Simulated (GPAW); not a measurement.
# C K-edge XANES of rock-salt (TiC)₁₋ₓ(ZrC)ₓ at x = 0.875, part 2 of 3

Aim: the C K edge in rock-salt (TiC)₁₋ₓ(ZrC)ₓ at x = 0.875, one member of a composition series.

GPAW 26.7.0; X-ray absorption from dipole matrix elements to empty bands, plane-wave PAW PBE.

So far. Step 3 (Ground state of the crystal): The mesh shows no gap, so the system is treated as a metal and the core electron is put at the Fermi level (neutral cell).

## (5) Spectrum with XCH, C atom 2

The holes are 6.6 Å apart. In GPAW the data set carries the hole's charge, so charge=0 means a charged cell and charge=-1 a neutral one. The excited electron is kept in the cell, where it fills the lowest empty states and screens the hole. After the field has converged, empty bands are computed with the density fixed and the dipole matrix elements are summed.

The absorber has 1 Ti at 2.28 Å, 4 Zr at 2.33 Å and 1 Zr at 2.37 Å (distorted octahedral).

xas.py

```python
import numpy as np
from ase import Atoms
from ase.parallel import parprint, paropen
from gpaw import GPAW, PW, FermiDirac, Mixer, MixerDif, setup_paths
from gpaw.test import gen
setup_paths.insert(0, '.')
gen('C', name='fch1s', xcname='PBE', corehole=(1, 0, 1), write_xml=True)
from gpaw.mpi import world
world.barrier()

atoms = Atoms('ZrCZrCZrCZrCZrCZrCZrCTiC',
    cell=[[0, 4.6535, 4.6535],
     [4.6535, 0, 4.6535],
     [4.6535, 4.6535, 0]],
    scaled_positions=[[0.9992792, 0.0001749, 0.0004709],
     [0.744978, 0.2545747, 0.2549752],
     [0.9993827, 0.0001056, 0.5004815],
     [0.7445851, 0.2548703, 0.7456635],
     [0.9994693, 0.5001365, 0.0004706],
     [0.7448355, 0.7455502, 0.2550724],
     [0.9993947, 0.5001315, 0.5004514],
     [0.7495101, 0.75, 0.750581],
     [0.4993762, 0.0001521, 0.0004193],
     [0.2493953, 0.250104, 0.2504492],
     [0.499318, 0.0001792, 0.5004688],
     [0.2538135, 0.2543724, 0.7461744],
     [0.4993089, 0.500149, 0.0005021],
     [0.2534681, 0.7461339, 0.2544884],
     [0.4998393, 0.4998306, 0.5007358],
     [0.2538624, 0.7456721, 0.7460438]],
    pbc=True)
atoms.calc = calc = GPAW(legacy_gpaw=True, mode=PW(500, force_complex_dtype=True), xc='PBE', setups={1: 'fch1s'},
    kpts={'size': (4, 4, 4), 'gamma': True}, occupations=FermiDirac(0.1),
    charge=-1, mixer=Mixer(0.1, 5, 50), maxiter=150,
    convergence={'density': 0.0001, 'eigenstates': 1e-6}, txt='scf.txt')
energy = atoms.get_potential_energy() + calc.get_reference_energy()
ef = calc.get_fermi_level()
out = dict(energy=energy, fermi=ef, forces=atoms.get_forces().tolist())
parprint(f'all-electron energy {energy:.4f} eV, Fermi level {ef:.4f} eV')
ev = np.array([[calc.get_eigenvalues(k, s) for k in range(len(calc.get_ibz_k_points()))] for s in range(calc.get_number_of_spins())])
out['homo'], out['lumo'], out['counts'] = ev[ev < ef].max(), ev[ev > ef].min(), sorted(set((ev < ef).sum((0, 2)).tolist()))
out['filled'] = (ev[:, 0] < ef).sum(1).tolist()

from ase.units import Ha
from gpaw.xas import dipole_matrix_elements
nb = int(calc.get_number_of_electrons() / 2) + 145
top, nb = nb, nb + 8 + nb // 12
nscf = calc.fixed_density(kpts={'size': (6, 6, 6), 'gamma': True}, nbands=nb,
    convergence={'bands': top, 'eigenstates': 5e-3}, maxiter=60, txt='nscf.txt')
cell = atoms.cell.array
ops = [cell.T @ U.T @ np.linalg.inv(cell.T) for U in nscf.wfs.kd.symmetry.op_scc]
E = np.arange(-6, 30, 0.1)
fwhm = np.interp(E, [4, 25], [0.9, 3.5])
Y, X, zero, highest = 0, 0, 1e9, 1e9
for spin in range(nscf.get_number_of_spins()):
    wfs = nscf.wfs
    mine = wfs.bd.get_slice()  # this rank's bands
    A = dipole_matrix_elements(wfs.setups[1])
    eps = np.zeros((wfs.kd.nibzkpts, nb))
    d = np.zeros((3, A.shape[1], wfs.kd.nibzkpts, nb), complex)
    for kpt in wfs.kpt_u:
        if kpt.s == spin and 1 in kpt.P_ani:
            eps[kpt.k, mine] = kpt.eps_n * Ha
            d[:, :, kpt.k, mine] = (kpt.weight * wfs.nspins / 2) ** 0.5 * np.inner(A, kpt.P_ani[1])
    world.sum(eps)
    world.sum(d)
    T = np.einsum('amkn,bmkn->abkn', d, d.conj()).real
    T = sum(np.einsum('ai,ijkn,bj->abkn', R, T, R) for R in ops) / len(ops)
    empty = eps > ef
    zero, highest = min(zero, eps[empty].min()), min(highest, eps[:, top - 1].min())
    lines = [(eps, T, empty)] if spin == 0 else lines + [(eps, T, empty)]
for eps, T, empty in lines:
    f = np.einsum('aakn->akn', T).reshape(3, -1)
    x = eps.ravel() - zero
    w = np.interp(x, E, fwhm) / 2.35482
    g = np.exp(-0.5 * ((E[:, None] - x) / w) ** 2) / (w * (2 * np.pi) ** 0.5)
    Y = Y + (f * empty.ravel()) @ g.T
    X = X + (f * ~empty.ravel()) @ g.T
out.update(E=E.round(2).tolist(), xas=Y.tolist(), xes=X.tolist(), zero=zero, valid=highest - zero, nk=len(eps), nb=nb)
for i in range(0, len(E), 10):
    parprint(f'{E[i]:7.2f}', *(f'{v:10.3e}' for v in Y[:, i]))
import json
with paropen('out.json', 'w') as f:
    json.dump(out, f)
```

Run with:

```bash
$ OMP_NUM_THREADS=1 mpirun -n 4 gpaw python xas.py
```

Numbers of over 12 decimals in the logs are rounded to 6 here.

The log of the run:

```text
Input parameters:
  charge: -1
  convergence: {density: 0.0001,
                eigenstates: 1e-06}
  kpts: {gamma: True,
         size: (4, 4, 4)}
  maxiter: 150
  mixer: {backend: pulay,
          beta: 0.1,
          method: separate,
          nmaxold: 5,
          weight: 50}
  mode: {ecut: 500.0,
         force_complex_dtype: True,
         name: pw}
  occupations: {fixmagmom: False,
                name: fermi-dirac,
                width: 0.1}
  setups: {1: fch1s}
  xc: PBE

Initialize ...

[... PAW data sets ...]

Reference energy: -716395.665970  # eV

Spin-paired calculation

[... convergence settings ...]
Symmetries present (total): 1
  [... symmetry matrices ...]

64 k-points: 4 x 4 x 4 Monkhorst-Pack grid + [1/8,1/8,1/8]
36 k-points in the irreducible part of the Brillouin zone
       k-points in crystal coordinates                weights
   0:     0.00000000    0.00000000    0.00000000          1/64
   1:     0.00000000    0.00000000    0.25000000          2/64
   2:     0.00000000    0.00000000    0.50000000          1/64
   3:     0.00000000    0.25000000   -0.25000000          2/64
   4:     0.00000000    0.25000000    0.00000000          2/64
   5:     0.00000000    0.25000000    0.25000000          2/64
   6:     0.00000000    0.25000000    0.50000000          2/64
   7:     0.00000000    0.50000000    0.00000000          1/64
   8:     0.00000000    0.50000000    0.25000000          2/64
   9:     0.00000000    0.50000000    0.50000000          1/64
          ...
  35:     0.50000000    0.50000000    0.50000000          1/64

Wave functions: Plane wave expansion
  Cutoff energy: 500.000 eV
  Number of coefficients (min, max): 5029, 5124
  Pulay-stress correction: 0.000000 eV/Ang^3 (de/decut=0.000000)
  Using FFTW library
  Wavefunction extrapolation:
    Improved wavefunction reuse through dual PAW basis

Occupation numbers: Fermi-Dirac:
  width: 0.1000  # eV

Eigensolver
   Davidson(niter=2)

Densities:
  Coarse grid: 35*35*35 grid
  Fine grid: 70*70*70 grid
  Total Charge: 0.000000

Density mixing:
  Method: separate
  Backend: pulay
  Linear mixing parameter: 0.1
  old densities: 5
  Width of damping distribution: 1.1
  Damping of long wavelength oscillations: 50

[... Hamiltonian set-up ...]
Number of atoms: 16
Number of atomic orbitals: 136
Number of bands in calculation: 82
Number of valence electrons: 129
Bands to converge: occupied

... initialized

Initializing position-dependent things.

Density initialized from atomic densities
Creating initial wave functions:
  82 bands from LCAO basis set

                     Zr    C
              Zr    C

               Zr    C
        Zr    C     Ti   C
             Zr    C

              Zr    C
       Zr    C

Atomic positions and initial magnetic moments

Positions:
   0 Zr     0.003005    4.652337    4.650960    ( 0.0000,  0.0000,  0.0000)
   1 C      2.371190    4.653282    4.651418    ( 0.0000,  0.0000,  0.0000)
   2 Zr     2.329482    6.979618    4.651119    ( 0.0000,  0.0000,  0.0000)
   3 C      4.655984    6.934872    4.650966    ( 0.0000,  0.0000,  0.0000)
   4 Zr     2.329575    4.653220    6.978416    ( 0.0000,  0.0000,  0.0000)
   5 C      4.656397    4.653071    6.935510    ( 0.0000,  0.0000,  0.0000)
   6 Zr     4.656213    6.979534    6.978045    ( 0.0000,  0.0000,  0.0000)
[...]
13 C      4.656396    2.363776    4.651648    ( 0.0000,  0.0000,  0.0000)
  14 Ti     4.656136    4.656176    4.651964    ( 0.0000,  0.0000,  0.0000)
  15 C      6.941700    4.653064    4.651334    ( 0.0000,  0.0000,  0.0000)

Unit cell:
           periodic     x           y           z      points  spacing
  1. axis:    yes    0.000000    4.653500    4.653500    35     0.1535
  2. axis:    yes    4.653500    0.000000    4.653500    35     0.1535
  3. axis:    yes    4.653500    4.653500    0.000000    35     0.1535

  Lengths:   6.581043   6.581043   6.581043
  Angles:   60.000000  60.000000  60.000000

Effective grid spacing dv^(1/3) = 0.1675

iter:   1  -186.951035
iter:   2  -173.213422   -0.43  -0.87
iter:   3  -162.306347   +0.10  -1.00
iter:   4  -162.066919   -1.13  -1.43
iter:   5  -162.272893   -1.81  -1.44
iter:   6  -162.187840   -1.12  -1.48
iter:   7  -162.050572   -2.28  -2.08
iter:   8  -162.066283   -2.68  -2.19
iter:   9  -162.047706c  -2.67  -2.41
iter:  10  -162.044263c  -3.44  -2.76
iter:  11  -162.040764c  -3.35  -2.86
iter:  12  -162.040536c  -4.28  -3.20
iter:  13  -162.040379c  -5.16  -3.40
iter:  14  -162.040276c  -5.03  -3.52
iter:  15  -162.040291c  -5.58  -3.76
iter:  16  -162.040264c  -5.56  -3.92
iter:  17  -162.040264c  -6.28c -4.16c

Converged after 17 iterations.

Dipole moment: (-0.469004, 0.096912, 0.292899) |e|*Ang

Energy contributions relative to reference atoms: (reference = -716395.665970)

Kinetic:       +126.271194
Potential:     -146.371314
External:        +0.000000
XC:            -144.156172
Entropy (-ST):   -0.111455
Local:           +2.271756
SIC:             +0.000000
--------------------------
Free energy:   -162.095991
Extrapolated:  -162.040264

Showing only first 2 kpts
 Kpt  Band  Eigenvalues  Occupancy
  0    62     10.46758    1.84610
  0    63     10.66926    1.22973
  0    64     11.35233    0.00344
  0    65     11.35316    0.00341

  1    62     10.07455    1.99673
  1    63     10.08228    1.99647
  1    64     10.54866    1.68415
[...]
Fermi level: 10.71604

No gap
No difference between direct/indirect transitions

Forces in eV/Ang:
  0 Zr   -0.20328    0.01084    0.00456
  1 C    -0.13979   -0.00513   -0.00357
  2 Zr   -0.00640    0.03731   -0.00119
  3 C    -0.00225    0.02911    0.00411
  4 Zr    0.00253   -0.01067    0.03238
  5 C    -0.00709   -0.00222    0.01675
  6 Zr    0.00558    0.00163    0.00953
[...]
13 C    -0.00878    0.01357   -0.00774
 14 Ti    0.31836   -0.02550   -0.00335
 15 C     0.04221   -0.00171   -0.00044
Scalar-relativistic atomic PBE calculation for C (Carbon, Z=6)
Core hole in 1s state (1s occupation: 1.0)
300 radial gridpoints.
|------------------------------------------------|
|------------------------------------------------|
[... the atom generator's iteration count ...]

Energy contributions:
-------------------------
Kinetic:      +26.485384
XC:            -3.485579
Potential:    -49.578981
-------------------------
Total:        -26.579177

state      eigenvalue         ekin         rmax
-----------------------------------------------
1s^1.0 :   -12.360196    17.354082        0.168
2s^2.0 :    -1.099219     2.380344        1.061
2p^2.0 :    -0.784094     2.185307        0.924
-----------------------------------------------
(units: Bohr and Hartree)

Generating PAW setup
Kinetic energy of the core from tauc = 17.362309
Cutoffs:
rc(s)=1.200
rc(p)=1.200
rc(d)=1.200
rc(vbar)=1.080
rc(comp)=1.200
rc(nct)=1.200

Kinetic energy of the core states: 17.354082
Charge: 1.0
Core electrons: 1.0
Valence electrons: 4.0
Pseudo-core charge: 0.009353
Shape function alpha=6.944
Pseudo-electron charge 3.959458
state    eigenvalue         norm
--------------------------------
2s(2) :    -1.099219     1.082315
*s    :    -0.099219
2p(2) :    -0.784094     0.892738
*p    :     0.215906
*d    :     0.000000
--------------------------------

Diagonalizing with gridspacing h=0.050

state   all-electron     PAW
-------------------------------
2s:      -1.099219    -1.100079
2p:      -0.784094    -0.785584
*d:                   -0.070724
*f:                   -0.014625
-------------------------------
all-electron energy -716557.7062 eV, Fermi level 10.7160 eV
[...]
27.00  2.665e-04  2.836e-04  2.836e-04
  28.00  2.493e-04  2.795e-04  2.795e-04
  29.00  2.120e-04  2.368e-04  2.368e-04
```

Elapsed: 10 min, on 4 MPI ranks of INTEL XEON PLATINUM 8581C at 2.30GHz (Emerald Rapids), shared host; peak memory 1.3 GiB; 40 min of CPU time.

The C K spectrum, C atom 2, excited-electron core hole (neutral cell) (energy from the lowest empty level; intensity scaled to a mean of 1 over the first 20 eV):

```csv
E (eV),isotropic,ε ∥ x,ε ∥ y
-2.00,0.00,0.00,0.00
-1.25,0.00,0.00,0.00
-0.50,0.10,0.07,0.11
0.25,0.63,0.54,0.67
1.00,0.89,0.69,1.00
1.75,1.08,0.69,1.28
2.50,1.32,1.30,1.33
3.25,1.57,2.65,1.03
4.00,1.86,2.98,1.29
4.75,1.52,1.48,1.54
5.50,0.75,0.63,0.80
6.25,0.80,0.99,0.71
7.00,0.98,1.02,0.95
7.75,1.29,1.04,1.42
8.50,1.51,1.00,1.76
9.25,1.57,1.02,1.85
10.00,1.38,1.05,1.54
10.75,1.20,1.19,1.21
11.50,1.18,1.40,1.07
12.25,1.26,1.53,1.13
13.00,1.33,1.42,1.28
13.75,1.18,1.10,1.21
14.50,0.82,0.76,0.85
15.25,0.53,0.55,0.52
16.00,0.42,0.47,0.39
16.75,0.38,0.42,0.36
17.50,0.34,0.36,0.33
18.25,0.31,0.32,0.30
19.00,0.30,0.32,0.29
19.75,0.32,0.33,0.31
20.50,0.33,0.34,0.33
21.25,0.35,0.37,0.35
22.00,0.41,0.44,0.40
22.75,0.51,0.55,0.50
23.50,0.64,0.68,0.62
24.25,0.78,0.81,0.76
25.00,0.92,0.95,0.90
25.75,1.07,1.08,1.06
26.50,1.19,1.17,1.20
27.25,1.24,1.18,1.28
28.00,1.20,1.11,1.24
28.75,1.07,0.99,1.11
29.50,0.90,0.85,0.92
```

Main maxima below 24 eV (height): 4.1 eV (1.86), 9.1 eV (1.58) and 12.9 eV (1.33). A K edge sees empty p states; the first features are C p mixed into the empty d states of the Ti and Zr neighbours, and the broad ones above probably into the cations' higher empty bands.

The total-energy difference is 287.95 eV. One term is added: -6.71 eV, since the hole is spin-paired here and a spin-polarised one costs that much less in the free atom (computed apart). The photon energy is then 281.24 eV. The functional leaves an error of a few eV in such absolute values.

## (6) Cell without a hole, the energy reference

The absorbing element, whose data set is made anew, changes for the next run, so it gets a reference energy of its own.

scf.py

```python
import numpy as np
from ase import Atoms
from ase.parallel import parprint, paropen
from gpaw import GPAW, PW, FermiDirac, Mixer, MixerDif, setup_paths
from gpaw.test import gen
setup_paths.insert(0, '.')
gen('Ti', name='nch1s', xcname='PBE', corehole=(1, 0, 0), write_xml=True)
from gpaw.mpi import world
world.barrier()

atoms = Atoms('ZrCZrCZrCZrCZrCZrCZrCTiC',
    cell=[[0, 4.6535, 4.6535],
     [4.6535, 0, 4.6535],
     [4.6535, 4.6535, 0]],
    scaled_positions=[[0.9992792, 0.0001749, 0.0004709],
     [0.744978, 0.2545747, 0.2549752],
     [0.9993827, 0.0001056, 0.5004815],
     [0.7445851, 0.2548703, 0.7456635],
     [0.9994693, 0.5001365, 0.0004706],
     [0.7448355, 0.7455502, 0.2550724],
     [0.9993947, 0.5001315, 0.5004514],
     [0.7495101, 0.75, 0.750581],
     [0.4993762, 0.0001521, 0.0004193],
     [0.2493953, 0.250104, 0.2504492],
     [0.499318, 0.0001792, 0.5004688],
     [0.2538135, 0.2543724, 0.7461744],
     [0.4993089, 0.500149, 0.0005021],
     [0.2534681, 0.7461339, 0.2544884],
     [0.4998393, 0.4998306, 0.5007358],
     [0.2538624, 0.7456721, 0.7460438]],
    pbc=True)
atoms.calc = calc = GPAW(legacy_gpaw=True, mode=PW(500, force_complex_dtype=True), xc='PBE', setups={14: 'nch1s'},
    kpts={'size': (4, 4, 4), 'gamma': True}, occupations=FermiDirac(0.1),
    charge=0, mixer=Mixer(0.1, 5, 50), maxiter=150,
    convergence={'density': 0.0001, 'eigenstates': 1e-6}, txt='scf.txt')
energy = atoms.get_potential_energy() + calc.get_reference_energy()
ef = calc.get_fermi_level()
out = dict(energy=energy, fermi=ef, forces=atoms.get_forces().tolist())
parprint(f'all-electron energy {energy:.4f} eV, Fermi level {ef:.4f} eV')
ev = np.array([[calc.get_eigenvalues(k, s) for k in range(len(calc.get_ibz_k_points()))] for s in range(calc.get_number_of_spins())])
out['homo'], out['lumo'], out['counts'] = ev[ev < ef].max(), ev[ev > ef].min(), sorted(set((ev < ef).sum((0, 2)).tolist()))
out['filled'] = (ev[:, 0] < ef).sum(1).tolist()
import json
with paropen('out.json', 'w') as f:
    json.dump(out, f)
```

Run with:

```bash
$ OMP_NUM_THREADS=1 mpirun -n 4 gpaw python scf.py
```

The log of the run:

```text
Input parameters:
  convergence: {density: 0.0001,
                eigenstates: 1e-06}
  kpts: {gamma: True,
         size: (4, 4, 4)}
  maxiter: 150
  mixer: {backend: pulay,
          beta: 0.1,
          method: separate,
          nmaxold: 5,
          weight: 50}
  mode: {ecut: 500.0,
         force_complex_dtype: True,
         name: pw}
  occupations: {fixmagmom: False,
                name: fermi-dirac,
[...]
4s(2) :    -0.164137     0.992018
3p(6) :    -1.428160     0.433832
4p(0) :    -0.053893     0.982293
3d(2) :    -0.156485     0.588344
*d    :     0.843515
--------------------------------

Diagonalizing with gridspacing h=0.050

state   all-electron     PAW
-------------------------------
3s:      -2.301366    -2.301666
3p:      -1.428160    -1.428851
3d:      -0.156485    -0.156983
*f:                    0.063889
-------------------------------
all-electron energy -716845.6558 eV, Fermi level 10.4374 eV
[key lines of the parts left out:]
Converged after 19 iterations.
Dipole moment: (-0.389361, 0.096842, 0.292332) |e|*Ang
Free energy:   -145.657987
Fermi level: 10.43744
```

Run time: 1.9 min. Hardware: 4 MPI ranks; peak memory 0.43 GiB.

Reference energy: -716845.656 eV with the cores included.

(Part 2 of 3 ends here.)

[Banner, clock and machine lines of the logs are left out without a mark of their own.]

[Logs are printed without paths, hosts, clocks, repeated set-up lines and the standing remarks that a program may print on its own settings, such as how far it seeks lower states.]

[Hosts, paths, dates, database ids (printed as entryN), source tags and the programs' standing remarks are cut or masked in the printed files.]

[Lists of maxima count a maximum above −3 eV only where it reaches 4 % of the highest in the window and stands out from its surroundings by 2 % of it (1.5 % where it reaches 55 %); shoulders and weaker maxima are passed over, and of the rest the first, up to two pre-edge ones and the few strongest are named.]
